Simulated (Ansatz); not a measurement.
# Nb2NS2 MXene monolayer in a perpendicular field

Aim: how the Nb2NS2 MXene monolayer screens a field along its normal, and what the field does to its bands. A positive field points along +c.

Main program and level: Ansatz 0.2.0; plane-wave DFT, PBE-D3(BJ), Ansatz PAW (set soft_1); PAW set soft_1.

Report form: the programs' logs are mostly left out.

## (1) The structure

The cell holds 5 atoms: 2 S, 2 Nb and 1 N. Its edges and angles: a = 3.079 Å, b = 3.079 Å, c = 43.019 Å, α = 90.0°, β = 90.0°, γ = 120.0°. Vacuum lies along c.

## (2) Relaxing the slab

The starting cell is a guess, so the in-plane lattice and the atoms are relaxed first, with the slab cut off from its images along the normal.

The input, input.yaml:

```yaml
crystal:
  lattice:
    - [3.079076, 0.0, 0.0]
    - [-1.539538, 2.6665580362, 0.0]
    - [0.0, 0.0, 43.0189594073]
  atoms:
    - { symbol: S, position: [0.3333333333, 0.6666666667, 0.4300429451] }
    - { symbol: Nb, position: [0.6666666667, 0.3333333333, 0.4717584671], spin: 1.0 }
    - { symbol: "N", position: [0.0, 0.0, 0.5] }
    - { symbol: Nb, position: [0.3333333333, 0.6666666667, 0.5282415329], spin: 1.0 }
    - { symbol: S, position: [0.6666666667, 0.3333333333, 0.5699570549] }
  periodic: [true, true, false]
magnetization:
  spin_polarized: true
kpoints:
  mp_grid: { grid: [12, 12, 1] }
hamiltonian:
  xc: pbe
  dispersion: d3bj
  pseudopotentials: { kind: paw, azcp: { folder: soft_1 } }
scf:
  occupations: { method: fermi_dirac, width: 0.05 }
  convergence: { dr2_threshold: 1.0e-09 }
relax:
  f_tol: 0.004
  max_steps: 90
  cell: {}
output:
  write_potential: true
  write_density: true
  volumetric_format: npy
```

Started as:

```console
> ansatz run input.yaml --threads 2 --pin off --max-ram 3072MiB --backend cpu --events-out ev --progress --plain --runs-dir out
```

The job ended after 2.1 min (2 threads of Arm Neoverse V2, shared host; peak memory 0.82 GiB).

The steps of the relaxation:

```
step  energy less that of the first step (eV)  largest force component (eV/Å)  volume (Å³)
   1                                   0.0000                          1.4228       353.21
   2                                  -0.5703                          0.5247       380.99
   3                                  -0.6129                          0.5470       405.66
   4                                  -0.6557                          0.0801       399.18
   5                                  -0.6562                          0.0061       398.47
   6                                  -0.6562                          0.0001       398.54
  7*                                  -0.6666                          0.0006       398.54
   8                                  -0.6667                          0.0011       399.11
  9*                                  -0.6667                          0.0011       399.11
```

Relaxation steps marked * repeat the geometry before them on a plane-wave basis chosen anew for their cell, so energy and pressure can jump there.

Forces are held to the 12 operations that the run works with; a distortion that breaks them can't arise in this run.

```
cell as run  before  after  change
      a (Å)   3.079  3.273  +6.3 %
      b (Å)   3.079  3.273  +6.3 %
```

The atoms that moved most (Å, along periodic axes as changes of fractional coordinates times the final cell, across vacuum about the mean position):

```
atom     dx     dy      dz  length
  S1  0.000  0.000   0.261   0.261
  S5  0.000  0.000  -0.261   0.261
 Nb4  0.000  0.000  -0.075   0.075
 Nb2  0.000  0.000   0.075   0.075
```

The relaxed structure:

```cif
data_structure
_symmetry_space_group_name_H-M 'P 1'
_symmetry_Int_Tables_number 1
_cell_length_a 3.2731
_cell_length_b 3.2731
_cell_length_c 43.0190
_cell_angle_alpha 90.000
_cell_angle_beta 90.000
_cell_angle_gamma 120.000
_cell_volume 399.11
loop_
_atom_site_label
_atom_site_type_symbol
_atom_site_fract_x
_atom_site_fract_y
_atom_site_fract_z
_atom_site_occupancy
S1 S 0.33333 0.66667 0.43612 1
Nb2 Nb 0.66667 0.33333 0.47350 1
N3 N 0.00000 0.00000 0.50000 1
Nb4 Nb 0.33333 0.66667 0.52650 1
S5 S 0.66667 0.33333 0.56388 1
```

Numbers from this step:

* energy at zero smearing: -11299.9272 eV

The lattice constant a goes from 3.079 to 3.273 Å.

## (3) Atoms held, field 0

A sawtooth potential applies the field, turning back in the middle of the vacuum. With the dipole correction the typed value is the field outside the slab. The induced dipole is small, so the SCF threshold is tight.

The cell differs from the one that the last finished run ended in (c 43.019 → 23.496 Å).

The input, input.yaml:

```yaml
crystal:
  lattice:
    - [3.2730532153, 0.0, 0.0]
    - [-1.6365266077, 2.8345472324, 0.0]
    - [0.0, 0.0, 23.4961428548]
  atoms:
    - { symbol: S, position: [0.3333333333, 0.6666666667, 0.3830415935] }
    - { symbol: Nb, position: [0.6666666667, 0.3333333333, 0.45147386] }
    - { symbol: "N", position: [0.0, 0.0, 0.5] }
    - { symbol: Nb, position: [0.3333333333, 0.6666666667, 0.54852614] }
    - { symbol: S, position: [0.6666666667, 0.3333333333, 0.6169584065] }
kpoints:
  mp_grid: { grid: [18, 18, 1] }
  band_path:
    path: [[0, 0, 0], [0.5, 0, 0], [0.33333333, 0.33333333, 0], [0, 0, 0]]
    npoints: 16
hamiltonian:
  xc: pbe
  dispersion: d3bj
  pseudopotentials: { kind: paw, azcp: { folder: soft_1 } }
scf:
  occupations: { method: fermi_dirac, width: 0.02585 }
  convergence: { dr2_threshold: 1.0e-10 }
efield:
  axis: 3
  dipole_correction: true
  ramp_position: 0.97
  ramp_width: 0.06
  amplitude: 0
output:
  dos: { projected: true, e_range: [-6, 5] }
  write_potential: true
  write_density: true
  volumetric_format: npy
  elf: true
```

It took 20 s on 2 threads; peak memory 0.54 GiB; 40 s of CPU time.

This step gave:

```
energy at zero smearing   : -11299.9269 eV
work function, upper face : 5.395 eV
dipole along the normal   : 5.78e-7 e·Å
```

Running mean over a fixed 2.8 Å (it still follows the layers) of the planar mean; the ramp of the sawtooth is left out. The electron's electrostatic potential energy less the Fermi level by z:

```
z (Å)  electron's electrostatic potential energy less the Fermi level (eV)
    3                                                                 5.39
    4                                                                 5.39
    5                                                                 5.39
    6                                                                 5.36
    7                                                                 4.58
    8                                                                0.269
    9                                                                -5.03
   10                                                                -11.0
   11                                                                -12.1
   12                                                                -13.6
   13                                                                -11.5
   14                                                                -8.81
   15                                                                -1.87
   16                                                                 2.68
   17                                                                 5.23
   18                                                                 5.39
   19                                                                 5.39
   20                                                                 5.39
```

The density of states has structure finer than the step of the table below, so its rows give means over 0.2 eV, whole bins alone (the curve runs from -6 to 1.99 eV). Peaks (eV: height): -5.67: 9.14, -4.76: 9.03, -2.58: 11.1, -2.36: 7.68, 1.22: 7.63, 1.33: 6.22, 1.80: 5.21.

The density of states by energy, zero at the Fermi level; means over each step:

energy (eV), density of states (states/eV a cell) and a bar:
```
     -5.8        3.0 ##############
     -5.6        1.8 ########
     -5.4        0.1 
     -5.2        1.5 #######
     -5.0        3.8 ##################
     -4.8        5.5 ##########################
     -4.6        3.4 ################
     -4.4        1.1 #####
     -4.2        2.2 ##########
     -4.0        3.6 #################
     -3.8        2.6 ############
     -3.6        3.4 ################
     -3.4        3.3 ###############
     -3.2        4.0 ###################
     -3.0        4.2 ####################
     -2.8        4.8 #######################
     -2.6        6.3 ##############################
     -2.4        4.8 #######################
     -2.2        2.6 ############
     -2.0        2.1 ##########
     -1.8        2.6 ############
     -1.6        1.8 ########
     -1.4        1.6 #######
     -1.2        1.9 #########
     -1.0        1.7 ########
     -0.8        0.8 ###
     -0.6        1.2 #####
     -0.4        1.7 ########
     -0.2        1.6 #######
      0.0        1.7 ########
      0.2        1.5 #######
      0.4        1.4 ######
      0.6        1.7 ########
      0.8        2.1 ##########
      1.0        3.9 ##################
      1.2        6.0 #############################
      1.4        4.6 ######################
      1.6        2.6 ############
      1.8        3.2 ###############
```

Projected DOS per atom over height of the atomic layer and energy from the Fermi level. Layers: S Nb N Nb S from below.

Values in states/eV, 22 rows by 5 columns, each cell a mean:
```
0.22 1.04 0.20 1.04 0.22
0.18 1.51 0.39 1.51 0.18
0.22 1.95 0.60 1.95 0.22
0.16 0.76 0.19 0.76 0.16
0.15 0.52 0.10 0.52 0.15
0.21 0.58 0.10 0.58 0.21
0.28 0.47 0.11 0.47 0.28
0.17 0.25 0.09 0.25 0.17
0.33 0.49 0.14 0.49 0.33
0.36 0.40 0.12 0.40 0.36
0.68 0.40 0.19 0.40 0.68
0.74 0.45 0.12 0.45 0.74
1.78 0.82 0.26 0.82 1.78
1.49 0.61 0.23 0.61 1.49
1.23 0.55 0.14 0.55 1.23
0.92 0.47 0.14 0.47 0.92
0.92 0.70 0.13 0.70 0.92
0.35 0.28 0.05 0.28 0.35
1.47 0.90 0.39 0.90 1.47
0.74 0.45 0.19 0.45 0.74
0.03 0.01 0.01 0.01 0.03
0.14 0.49 1.97 0.49 0.14
```
Columns: height of the atomic layer (Å) from 9 to 14.5 (not evenly spaced); rows upwards: energy from the Fermi level (eV) from -5.96 to 1.96.

Electronic bands along the path, in eV, zero at the Fermi level:

```
  point  band 18  band 19  band 20  band 21  band 22  band 23  band 24  band 25
      Γ    -2.38    -1.36    -1.36    -0.74    -0.74    -0.35     0.76     1.12
halfway    -2.62    -2.38    -1.94    -1.92     0.15     0.54     1.08     2.00
      M    -2.83    -2.59    -2.36    -1.97     0.88     1.31     1.55     2.18
halfway    -3.48    -3.09    -2.88    -1.30     0.92     0.94     1.59     2.49
      K    -3.82    -3.48    -3.48    -0.10    -0.10     0.40     2.19     2.19
halfway    -3.11    -2.60    -2.46    -1.01    -0.68     1.22     1.63     1.96
      Γ    -2.38    -1.36    -1.36    -0.74    -0.74    -0.35     0.76     1.12
```

ELF in the ca plane at fractional y = 0.333, with atoms of Nb and S within 0.2 Å of it. It is the smooth field of the valence electrons, not physical close to the nuclei.

Values, 5 rows by 16 columns, each cell a mean:
```
0.00 0.00 0.00 0.00 0.05 0.29 0.34 0.56 0.32 0.20 0.51 0.74 0.80 0.28 0.01 0.00
0.00 0.00 0.00 0.00 0.01 0.06 0.25 0.52 0.46 0.23 0.61 0.24 0.89 0.44 0.03 0.00
0.00 0.00 0.00 0.00 0.05 0.28 0.34 0.58 0.32 0.20 0.52 0.73 0.80 0.29 0.01 0.00
0.00 0.00 0.00 0.02 0.26 0.69 0.65 0.22 0.38 0.24 0.25 0.44 0.24 0.03 0.00 0.00
0.00 0.00 0.00 0.02 0.27 0.71 0.66 0.22 0.40 0.24 0.23 0.41 0.21 0.03 0.00 0.00
```
Columns run along c (16.0 Å, from fractional 0.14 to 0.82 of the cell), rows up along a (3.3 Å). Atoms in or near the plane, at fractional coordinates: Nb at (0.45, 0.67), S at (0.62, 0.67).

Valence density in the ca plane at fractional y = 0.333, with atoms of Nb and S within 0.2 Å of it. It is the smooth field of the valence electrons, not physical close to the nuclei.

Ten steps, logarithmic in the rise over the least value, from '0' (0.0 e/Å³) to '9' (4.9 e/Å³), each cell a mean:
```
00000000000001233445776443334556543100000000
00000000000000123358998543334666664200000000
00000000000000112369999643334664664210000000
00000000000000122358999643334665664200000000
00000000000001123447887543334566653100000000
00000000000001234444555444444455432100000000
00000000000001345544334455554433321000000000
00000000000002345543334555555333211000000000
00000000000001344444444444554444321000000000
```
Columns run along c (16.0 Å, from fractional 0.14 to 0.82 of the cell), rows up along a (3.3 Å). Atoms in or near the plane, at fractional coordinates: Nb at (0.45, 0.67), S at (0.62, 0.67).

Electrostatic potential energy in the ca plane at fractional y = 0.333, with atoms of Nb and S within 0.2 Å of it. With pseudopotentials it is smooth inside the atoms' cores, unlike the true potential.

Ten even steps from '0' (-43 eV) to '9' (7 eV), each cell a mean:
```
99999999999999999875225788878865689999999999
99999999999999999861001588888620158999999999
99999999999999999840000378888502138999999999
99999999999999999850000478888501048999999999
99999999999999999873002688888742379999999999
99999999999999998887556888777887899999999999
99999999999999987888888887556889999999999999
99999999999999987788888887556889999999999999
99999999999999988888778887667888999999999999
```
Columns run along c (16.0 Å, from fractional 0.14 to 0.82 of the cell; values clipped at the 3rd and 97th percentile), rows up along a (3.3 Å). Atoms in or near the plane, at fractional coordinates: Nb at (0.45, 0.67), S at (0.62, 0.67).

The work function of the upper face is 5.39 eV.

## (4) Single point, field 0.1 V/Å

Changes to input.yaml since step 3:

```diff
@@ -26,7 +26,6 @@
   dipole_correction: true
-  ramp_position: 0.97
-  ramp_width: 0.06
-  amplitude: 0
+  ramp_position: 0.9468
+  ramp_width: 0.1064
+  amplitude: 0.1
 output:
-  dos: { projected: true, e_range: [-6, 5] }
   write_potential: true
@@ -34,2 +33 @@
   volumetric_format: npy
-  elf: true
```

It took 20 s on 2 threads; peak memory 0.52 GiB; 39 s of CPU time.

The dipole is 0.0379 e·Å.

## (5) Single point, field -0.1 V/Å

Changes to input.yaml since step 4:

```diff
@@ -28,3 +28,3 @@
   ramp_width: 0.1064
-  amplitude: 0.1
+  amplitude: -0.1
 output:
```

The job ended after 19 s (2 threads; peak memory 0.52 GiB).

The dipole is -0.0379 e·Å.

## (6) Response, atoms held

This step: plane-wave DFT, PBE-D3(BJ), Ansatz PAW (set soft_1); response to a field along the normal, atoms held; PAW set soft_1 (Ansatz 0.2.0).

The dipoles give the slope, and the difference of two potentials shows where the field is screened.

Numbers from this step:

```yaml
equivalent_conductor_thickness_p_eps_0ae: 7.399 Å
distance_between_the_outer_atoms: 5.496 Å
```

The dipole of the cell by applied field:

```
applied field (V/Å)  dipole of the cell (e·Å)
            -0.1000                   -0.0379
             0.0000                    5.8e-7
             0.1000                    0.0379
```

Local field over the applied field, running mean. From the potentials at -0.1 and 0.1 V/Å; running mean over 2.5 Å. Table of local field over applied field by z:

z (Å), local field over applied field and a bar:
```
      4.5      0.999 ##############################
      5.0      0.997 ##############################
      5.5      0.992 ##############################
      6.0      0.975 #############################
      6.5      0.931 ############################
      7.0      0.833 #########################
      7.5      0.680 ####################
      8.0      0.502 ###############
      8.5      0.321 #########
      9.0      0.172 #####
      9.5      0.081 ##
     10.0      0.040 #
     10.5      0.025 
     11.0      0.025 
     11.5      0.024 
     12.0      0.024 
     12.5      0.025 
     13.0      0.025 
     13.5      0.040 #
     14.0      0.081 ##
     14.5      0.173 #####
     15.0      0.323 #########
     15.5      0.504 ###############
     16.0      0.681 ####################
     16.5      0.834 #########################
     17.0      0.931 ############################
     17.5      0.976 #############################
     18.0      0.992 ##############################
     18.5      0.997 ##############################
     19.0      0.999 ##############################
```

Electrons, planar mean, per unit field. Table of induced electron density by z:

```
z (Å)  induced electron density (e/Å³ per V/Å)
 4.11                                   1.1e-6
 4.55                                   3.3e-6
 4.99                                   9.7e-6
 5.29                                   2.0e-5
 5.73                                   5.7e-5
 6.17                                   1.6e-4
 6.61                                   4.1e-4
 7.05                                  0.00100
 7.34                                  0.00172
 7.78                                  0.00320
 8.22                                  0.00357
 8.66                                  0.00149
 9.10                                  0.00105
 9.55                                   3.4e-4
 9.84                                  -5.3e-4
10.28                                  -4.3e-4
10.72                                   6.5e-4
11.16                                   5.1e-5
11.60                                   2.6e-5
11.89                                  -2.6e-5
12.34                                  -5.1e-5
12.78                                  -6.5e-4
13.22                                   4.3e-4
13.66                                   5.3e-4
13.95                                  -3.4e-4
14.39                                 -0.00105
14.83                                 -0.00149
15.27                                 -0.00357
15.71                                 -0.00320
16.15                                 -0.00172
16.45                                 -0.00100
16.89                                  -4.1e-4
17.33                                  -1.6e-4
17.77                                  -5.7e-5
18.21                                  -2.0e-5
18.50                                  -9.7e-6
18.94                                  -3.3e-6
19.38                                  -1.1e-6
```

By hand: between -0.1 and 0.1 V/Å the dipole changes by 0.07587 e·Å, a slope of 0.3793 e·Å²/V. A perfect conductor of thickness t has p = ε₀AEt, so t = 180.95 × 0.3793 / 9.278 = 7.40 Å (e/ε₀ = 180.95 V·Å, A in Å²).

The induced dipole is that of a conductor 7.40 Å thick.

## (7) What came out

```
gap without field                          : none
work function, upper face                  : 5.39 eV
equivalent conductor thickness, atoms held : 7.40 Å
```

The induced dipole equals that of a perfect conductor 7.40 Å thick, while the outer atoms lie 5.50 Å apart. There is no gap over 0.03 eV, with or without the field. The first relaxation ran with spin and lost its moment, and the later runs have none; other magnetic states were not tried. Spin-orbit coupling is left out. The MXene's terminations sit over the metal atoms of its far layer; the site over carbon or nitrogen, which some compounds prefer, was not run.

[Logs are printed without paths, hosts, clocks, repeated set-up lines and the standing remarks that a program may print on its own settings, such as how far it seeks lower states.]

[Hosts, paths, dates, database ids (printed as entryN), source tags and the programs' standing remarks are cut or masked in the printed files.]

[Maps of the electrostatic potential energy from Ansatz leave out the sawtooth potential of an applied field or a dipole correction, so their vacuum need not be flat; planar profiles and work functions include it.]

[The density of states shown here was stored with 400 of the rows of the run's finer table, so its peaks can read low, often by over a quarter, or be missed, and its means over a window can be off by a tenth or more.]
